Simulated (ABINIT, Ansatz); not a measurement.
# A GW chain in ABINIT: GaCuSe2 (I-42d)

Aim: the G0W0 gap of GaCuSe2 (I-42d) on PBE, step by step.

Method: PBE and many-body steps on it, plane waves, in ABINIT 10.8.3.

**Experimental background.**

- Gap 1.72 eV: thermal gap from intrinsic conductivity perpendicular to c, 380-530 K; temperature-dependent electrical conductivity; bulk crystal (n-type Bridgman-grown single crystal) (“Growth and anisotropy of transport properties of CuGaSe2 single crystals”, 2018, pmc:6251020).

- Gap 1.7 eV: thermal gap from Hall coefficient in intrinsic region, perpendicular to c; temperature-dependent Hall effect; bulk crystal (n-type Bridgman-grown single crystal) (“Growth and anisotropy of transport properties of CuGaSe2 single crystals”, 2018, pmc:6251020).

In doubt: a PseudoDojo file used here is known to give poor structures and forces, which bears on pressures, cells, forces and phonons.

## 1. Set-up

The structure is tetragonal, space group I-42d (No. 122). The conventional cell has a = 5.619 Å, b = 5.619 Å, c = 11.026 Å, α = 90.00°, β = 90.00°, γ = 90.00°. Ga has 4 Se at 2.42 Å nearest. Nearest to Cu lie 4 Se at 2.42 Å. Nearest to Se lie 2 Ga at 2.42 Å and 2 Cu at 2.42 Å. Farther neighbours and most contacts between anions are not listed.

The cell and positions come from the Crystallography Open Database and are kept as given unless a step says otherwise.

## 2. Ground state

This step: ABINIT 10.8.3; DFT, PBE, plane waves, norm-conserving pseudopotentials.

The ground-state density comes first.

run.abi reads:

```
acell 3*1.0 Angstrom
rprim 
  -2.809550000000 2.809550000000 5.513000000000
  2.809550000000 -2.809550000000 5.513000000000
  2.809550000000 2.809550000000 -5.513000000000
ntypat 3
znucl 31 29 34
natom 8
typat 1 1 2 2 3 3 3 3
xred 
  0.500000000000 0.500000000000 0.000000000000
  0.250000000000 0.750000000000 0.500000000000
  0.000000000000 0.000000000000 0.000000000000
  0.750000000000 0.250000000000 0.500000000000
  0.375000000000 0.375620000000 0.500620000000
  0.624380000000 0.125000000000 0.999380000000
  0.875000000000 0.874380000000 0.499380000000
  0.125620000000 0.625000000000 0.000620000000
pp_dirpath "pseudos"
pseudos "Ga.upf, Cu.upf, Se.upf"
ecut 50
ngkpt 4 4 4
nshiftk 1
shiftk 0 0 0
kptopt 1
chksymbreak 0
nband 96
occopt 1
tolvrs 1e-08
nstep 60
prtwf 0
optforces 0
optstress 0
indata_prefix "in"
outdata_prefix "out"
tmpdata_prefix "tmp"
```

Launch:

```
> OMP_NUM_THREADS=1 mpirun -n 13 abinit run.abi > log
```

Numbers of over 12 decimals in the logs are rounded to 6 here.

The program printed:

```text
.Version 10.8.3 of ABINIT. v10.8.2 released Aug 2026.

 Symmetries : space group I-4 2 d (#122); Bravais tI (body-center tetrag.)
================================================================================
 Values of the parameters that define the memory need of the present run
     intxc =       0    ionmov =       0      iscf =       7    lmnmax =       6
     lnmax =       6     mgfft =      90  mpssoang =       3    mqgrid =    3012
     natom =       8  nloc_mem =       1    nspden =       1   nspinor =       1
    nsppol =       1      nsym =       8    n1xccc =    2501    ntypat =       3
    occopt =       1   xclevel =       2
-    mband =          96        mffmem =           1         mkmem =           1
       mpw =       19872          nfft =      729000          nkpt =          13
================================================================================
  Rough estimation (10% accuracy) of disk space for files :
================================================================================

--------------------------------------------------------------------------------
------------- Echo of variables that govern the present computation ------------
--------------------------------------------------------------------------------
 -outvars: echo values of preprocessed input variables --------
            acell      1.8897261259E+00  1.8897261259E+00  1.8897261259E+00 Bohr

      chksymbreak           0
             ecut      5.00000000E+01 Hartree
-          fftalg         312

              ixc     -101130
              kpt      0.00000000E+00  0.00000000E+00  0.00000000E+00
                       2.50000000E-01  0.00000000E+00  0.00000000E+00
                       5.00000000E-01  0.00000000E+00  0.00000000E+00
                       2.50000000E-01  2.50000000E-01  0.00000000E+00
                       5.00000000E-01  2.50000000E-01  0.00000000E+00
                      -2.50000000E-01  2.50000000E-01  0.00000000E+00
                       5.00000000E-01  5.00000000E-01  0.00000000E+00
                       2.50000000E-01  2.50000000E-01  2.50000000E-01
                      -2.50000000E-01  2.50000000E-01  2.50000000E-01
                       5.00000000E-01  5.00000000E-01  2.50000000E-01
                      -2.50000000E-01  5.00000000E-01  2.50000000E-01
[...]
kptrlatt        4    0    0      0    4    0      0    0    4
          kptrlen      4.24742403E+01
P           mkmem           1
            natom           8
            nband          96
            ngfft          90      90      90
             nkpt          13
            nstep          60
             nsym           8
           ntypat           3
              occ      2.000000  2.000000  2.000000  2.000000  2.000000  2.000000
                       2.000000  2.000000  2.000000  2.000000  2.000000  2.000000
                       2.000000  2.000000  2.000000  2.000000  2.000000  2.000000
                       2.000000  2.000000  2.000000  2.000000  2.000000  2.000000
                       2.000000  2.000000  2.000000  2.000000  2.000000  2.000000
                       2.000000  2.000000  2.000000  2.000000  2.000000  2.000000
                       2.000000  2.000000  2.000000  2.000000  2.000000  2.000000
                       2.000000  2.000000  2.000000  2.000000  2.000000  2.000000
                       2.000000  2.000000  2.000000  2.000000  2.000000  2.000000
   [... 5 further rows ...]
                       2.000000  2.000000  2.000000  2.000000  0.000000  0.000000
                       0.000000  0.000000  0.000000  0.000000  0.000000  0.000000
        optforces           0
        optstress           0
            prtwf           0
            rprim     -2.8095500000E+00  2.8095500000E+00  5.5130000000E+00
[...]
spgroup         122

           tolvrs      1.00000000E-08

             xred      5.0000000000E-01  5.0000000000E-01 -1.5424872905E-17
[...]
znucl       31.00000   29.00000   34.00000

================================================================================

 chkinp: Checking input parameters for consistency.

================================================================================
== DATASET  1 ==================================================================
-   mpi_nproc: 13, omp_nthreads: 1 (-1 if OMP is not activated)

--- !DatasetInfo
iteration_state: {dtset: 1, }
dimensions: {natom: 8, nkpt: 13, mband: 96, nsppol: 1, nspinor: 1, nspden: 1, mpw: 19872, }
cutoff_energies: {ecut:  50.0, pawecutdg:  -1.0, }
electrons: {nelect:   1.76000000E+02, charge:   0.00000000E+00, occopt:   1.00000000E+00, tsmear:   1.00000000E-02, }

 Real(R)+Recip(G) space primitive vectors, cartesian coordinates (Bohr,Bohr^-1):
 R(1)= -5.3092800  5.3092800 10.4180601  G(1)=  0.0000000  0.0941747  0.0479936
 R(2)=  5.3092800 -5.3092800 10.4180601  G(2)=  0.0941747  0.0000000  0.0479936
 R(3)=  5.3092800  5.3092800-10.4180601  G(3)=  0.0941747  0.0941747  0.0000000
 Unit cell volume ucvol=  1.1746761E+03 bohr^3
 Angles (23,13,12)=  1.31158269E+02  1.31158269E+02  7.15617425E+01 degrees

 getcut: wavevector=  0.0000  0.0000  0.0000  ngfft=  90  90  90
         ecut(hartree)=     50.000   => boxcut(ratio)=   2.20209

 getcut : COMMENT -
[...]
iteration_state: {dtset: 1, }
solver: {iscf: 7, nstep: 60, nline: 4, wfoptalg: 0, }
tolerances: {tolvrs: 1.00E-08, }

     iter   Etot(hartree)      deltaE(h)  residm     vres2
 ETOT  1  -2188.2265058240    -2.188E+03 1.673E+00 4.728E+05
 ETOT  2  -2190.6502316019    -2.424E+00 9.959E-01 9.172E+05
 ETOT  3  -2228.8960045672    -3.825E+01 1.717E-01 1.457E+05
 ETOT  4  -2233.6700529035    -4.774E+00 5.106E-02 6.137E+04
 ETOT  5  -2234.6492124898    -9.792E-01 2.101E-02 3.710E+04
 ETOT  6  -2235.3777212193    -7.285E-01 2.660E-02 2.150E+04
 ETOT  7  -2235.9324279961    -5.547E-01 5.531E-03 1.007E+04
 ETOT  8  -2236.0895121639    -1.571E-01 1.099E-03 6.798E+03
 ETOT  9  -2236.3339484524    -2.444E-01 1.324E-03 1.919E+03
 ETOT 10  -2236.4190305188    -8.508E-02 2.506E-03 2.470E+02
[...]
ETOT 18  -2236.4335777427    -1.567E-07 8.522E-05 6.275E-05
 ETOT 19  -2236.4335777465    -3.808E-09 6.129E-05 9.757E-06
 ETOT 20  -2236.4335777472    -6.207E-10 3.923E-05 1.695E-07
 ETOT 21  -2236.4335777473    -9.550E-11 2.703E-05 5.573E-08
 ETOT 22  -2236.4335777471     1.705E-10 1.840E-05 2.724E-09

 At SCF step   22       vres2   =  2.72E-09 < tolvrs=  1.00E-08 =>converged.

--- !ResultsGS
iteration_state: {dtset: 1, }
comment   : Summary of ground state results
lattice_vectors:
- [ -5.3092800,   5.3092800,  10.4180601, ]
- [  5.3092800,  -5.3092800,  10.4180601, ]
- [  5.3092800,   5.3092800, -10.4180601, ]
lattice_lengths: [  12.84184,   12.84184,   12.84184, ]
lattice_angles: [131.158, 131.158,  71.562, ] # degrees, (23, 13, 12)
lattice_volume:   1.1746761E+03
convergence: {deltae:  1.705E-10, res2:  2.724E-09, residm:  1.840E-05, diffor:  0.000E+00, }
etotal    :  -2.23643358E+03
entropy   :   0.00000000E+00
fermie    :   2.13258994E-01
cartesian_stress_tensor: null
pressure_GPa: null
xred      :
- [  5.0000E-01,   5.0000E-01,  -1.5425E-17, Ga]
- [  2.5000E-01,   7.5000E-01,   5.0000E-01, Ga]
- [  0.0000E+00,   0.0000E+00,   0.0000E+00, Cu]
- [  7.5000E-01,   2.5000E-01,   5.0000E-01, Cu]
- [  3.7500E-01,   3.7562E-01,   5.0062E-01, Se]
- [  6.2438E-01,   1.2500E-01,   9.9938E-01, Se]
- [  8.7500E-01,   8.7438E-01,   4.9938E-01, Se]
- [  1.2562E-01,   6.2500E-01,   6.2000E-04, Se]
cartesian_forces: null
force_length_stats: {min: null, max: null, mean: null, }

 Integrated electronic density in atomic spheres:
 ------------------------------------------------
 Atom  Sphere_radius  Integrated_density
[...]
================================================================================

 ----iterations are completed or convergence reached----

 Mean square residual over all n,k,spin=   27.565E-09; max=  18.401E-06
 reduced coordinates (array xred) for    8 atoms
[...]
0.750000000000      0.250000000000      0.500000000000
       0.375000000000      0.375620000000      0.500620000000
       0.624380000000      0.125000000000      0.999380000000
       0.875000000000      0.874380000000      0.499380000000
       0.125620000000      0.625000000000      0.000620000000
 rms dE/dt=  0.0000E+00; max dE/dt=  0.0000E+00; dE/dt below (all hartree)
    1       0.000000000000      0.000000000000      0.000000000000
    2       0.000000000000      0.000000000000      0.000000000000
    3       0.000000000000      0.000000000000      0.000000000000
    4       0.000000000000      0.000000000000      0.000000000000
    5       0.000000000000      0.000000000000      0.000000000000
    6       0.000000000000      0.000000000000      0.000000000000
    7       0.000000000000      0.000000000000      0.000000000000
    8       0.000000000000      0.000000000000      0.000000000000

 cartesian coordinates (angstrom) at end:
    1     -0.000000    -0.000000     5.513000
    2      2.809550     0.000000     2.756500
    3      0.000000     0.000000     0.000000
    4      0.000000     2.809550     2.756500
    5      1.408259     1.404775     1.378250
    6      1.404775     4.210841    -1.378250
    7      1.401291     1.404775     6.891250
    8      1.404775    -1.401291     4.134750
 length scales=  1.889726125908  1.889726125908  1.889726125908 bohr
              =  1.000000000000  1.000000000000  1.000000000000 angstroms
 prteigrs : about to open file out_EIG
 Fermi (or HOMO) energy (hartree) =   0.21326   Average Vxc (hartree)=  -0.37166
 Eigenvalues (hartree) for nkpt=  13  k points:
 kpt#   1, nband= 96, wtk=  0.01563, kpt=  0.0000  0.0000  0.0000 (reduced coord)
  -7.44547   -7.44547   -7.44547   -7.44547   -5.22309   -5.22309   -5.22309   -5.22309
  -5.22147   -5.22147   -5.22147   -5.22147   -5.21917   -5.21917   -5.21917   -5.21917
  -5.09162   -5.09162   -3.89174   -3.89174   -3.28064   -3.28064   -3.28063   -3.28063
  -3.28044   -3.28043   -2.32747   -2.32746   -2.32671   -2.32671   -2.32671   -2.32671
  -1.55478   -1.55478   -1.55478   -1.55478   -1.55464   -1.55463   -1.55462   -1.55462
  -1.55231   -1.55230   -1.55230   -1.55230   -1.55096   -1.55096   -1.55095   -1.55095
  -1.55046   -1.55045   -1.55045   -1.55045   -0.36069   -0.36069   -0.36065   -0.35492
  -0.35437   -0.35437   -0.35275   -0.35252   -0.35239   -0.35197   -0.32507   -0.26535
  -0.26535   -0.26466   -0.07235   -0.02006    0.03015    0.04244    0.04309    0.05400
   0.05400    0.08329    0.08329    0.09626    0.09626    0.09852    0.13714    0.13821
   0.14178    0.15179    0.15330    0.15330    0.15715    0.20857    0.20857    0.21326
   0.22150    0.28313    0.29665    0.35963    0.35963    0.37247    0.38819    0.39059
 prteigrs : prtvol=0 or 1, do not print more k-points.

--- !EnergyTerms
iteration_state     : {dtset: 1, }
comment             : Components of total free energy in Hartree
kinetic             :  1.01115197299770E+03
hartree             :  9.41066688914033E+02
xc                  : -2.15465591500535E+02
Ewald energy        : -9.94571229989776E+02
psp_core            :  2.79082573290155E+01
local_psp           : -2.46860264503463E+03
non_local_psp       : -5.37921030462889E+02
total_energy        : -2.23643357774709E+03
total_energy_eV     : -6.08564578975571E+04
band_energy         : -3.55133231922571E+02

== END DATASET(S) ==============================================================
================================================================================

 -outvars: echo values of variables after computation  --------
           etotal     -2.2364335777E+03
            nband          96
             nkpt          13
          spgroup         122
 [... the other variables as echoed above ...]

 Calculation completed.
```

Run time: 6.4 min. Hardware: 13 MPI ranks of Arm Neoverse V1, shared host; peak memory 4.2 GiB; 83 min of CPU time.

Numbers from this step:

| Quantity | Value |
| --- | --- |
| total energy | -60856.4579 eV |
| gap | 0.2242 eV |
| k of the valence top | 0, 0, 0 |
| k of the conduction bottom | 0, 0, 0 |
| least direct gap | 0.2242 eV |

The gap is direct, at Γ.

(Continued in part 2 of 3.)

[Paths, hosts, dates, memory and timing lines, banners, echoed tables and standing remarks are left out of the program output.]

[Logs are printed without paths, hosts, clocks, repeated set-up lines and the standing remarks that a program may print on its own settings, such as how far it seeks lower states.]

[Runs of the session that timed out or met a known fault of the program may be left out.]

[Hosts, paths, dates, database ids (printed as entryN), source tags and the programs' standing remarks are cut or masked in the printed files.]

[G0W0 gaps are taken among the corrected bands and points alone; a level outside them can change the order at an edge.]

[Where Ansatz stands beside ABINIT at settings called matched, ABINIT's density can come from a denser mesh and the files from another edition; pairs whose starting gaps differed by over 0.03 eV were left out, so agreement reads better than it is.]
